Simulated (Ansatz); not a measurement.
## BaTiO3 (P4/mmm): least direct gap against volume

The cell of BaTiO3 (P4/mmm) is scaled evenly and the response computed anew at each volume, on one mesh. The atoms keep their fractional positions.

Cell: a, b, c = 4.000, 4.000, 4.018 Å (primitive vectors), 5 atoms.

Method: Ansatz 0.2.0, PBE, independent particles, k-mesh 6×6×6 with interpolation inside its cells, Gaussian parameter 0.1 eV.

Launch of the response step: `ansatz run input.yaml --threads 4 --pin off --max-ram 8192MiB --backend cpu --events-out ev --progress --plain --runs-dir out`. The series took 6.5 min in all, on 4 threads of Intel(R) Xeon(R) Processor @ 2.50GHz (Skylake/Cascade Lake), on a shared host.

```tsv
V/V₀	V (Å³, primitive cell)	least direct gap (eV)
0.94	60.42	?
0.96	61.71	1.9493
0.98	63.00	1.9301
1.00	64.28	1.9085
1.02	65.57	1.8860
1.04	66.85	1.8621
1.06	68.14	1.8372
```

For small changes the quantity should be close to linear in ln V.

Working, on the rows shown:

| x = ln(V/V₀) | y = least direct gap |
| --- | --- |
| -0.040822 | 1.9493 |
| -0.0202027 | 1.9301 |
| 0 | 1.9085 |
| 0.0198026 | 1.886 |
| 0.0392207 | 1.8621 |
| 0.0582689 | 1.8372 |

Means: x̄ = 0.0093779, ȳ = 1.8955. Σ(x − x̄)(y − ȳ) = -0.007792, Σ(x − x̄)² = 0.006873. Slope = -0.007792 / 0.006873 = -1.134; intercept = ȳ − slope · x̄ = 1.9062. The line misses the rows shown by at most 0.0032 eV.

Question: Predict the last column of the withheld row from the fit.

Answer: At x = -0.061875 the line gives y = 1.9763 eV. The run gave 1.9667 eV, so the extrapolation is off by 0.0096 eV, 7 % of the range in the table. Beyond its data the fit drifts from the curve.

Between the rows on either side of x = 0 the slope is (1.886 − 1.9301) / (0.019803 − (-0.020203)) = -1.102. That is a volume deformation potential of -1.1 eV: the least direct gap on this mesh widens by 11 meV for each per cent of compression. PBE gaps are as a rule too small. Spin-orbit coupling is left out.

[Logs are printed without paths, hosts, clocks, repeated set-up lines and the standing remarks that a program may print on its own settings, such as how far it seeks lower states.]
